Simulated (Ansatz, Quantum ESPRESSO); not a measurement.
# antimonene, 1 layer: the gap on the mesh at a withheld member of a series

**Set-up.** Quantum ESPRESSO 7.5, PBE, SG15 norm-conserving. Cell and atoms are relaxed under PBE (GBRV files) and held. Screened hybrids with norm-conserving files, screening 0.106 per bohr, fixed occupations, a 9×9×1 mesh with exchange on 3×3×1 q points. Levels count from the potential in the middle of the vacuum. The series steps the share of short-range exact exchange (0.25 is HSE06, 0 is PBE).

| share of short-range exact exchange | gap on the mesh (eV) |
| --- | --- |
| 0 | 1.282 |
| 0.1 | 1.575 |
| 0.15 | 1.725 |
| 0.2 | 1.879 |
| 0.25 | 2.034 |
| 0.3 | 2.193 |

To predict: What is the gap on the mesh at 0.4?

**Fit.** The rows at 0.25 and 0.3 give a slope of (2.193 − (2.034))/(0.3 − (0.25)) = 3.18, so a straight line gives 2.511 eV. A parabola through these and the row at 0.2 gives 2.523 eV.

What the calculation gave: 2.517 eV. The line misses by −0.006 and the parabola by +0.006 eV. Both misses are under 5 % of the step from the nearer row.

**Limits.** Gaps are those of the mesh; no spin-orbit coupling; the q mesh was not tested; the geometry stays that of PBE.
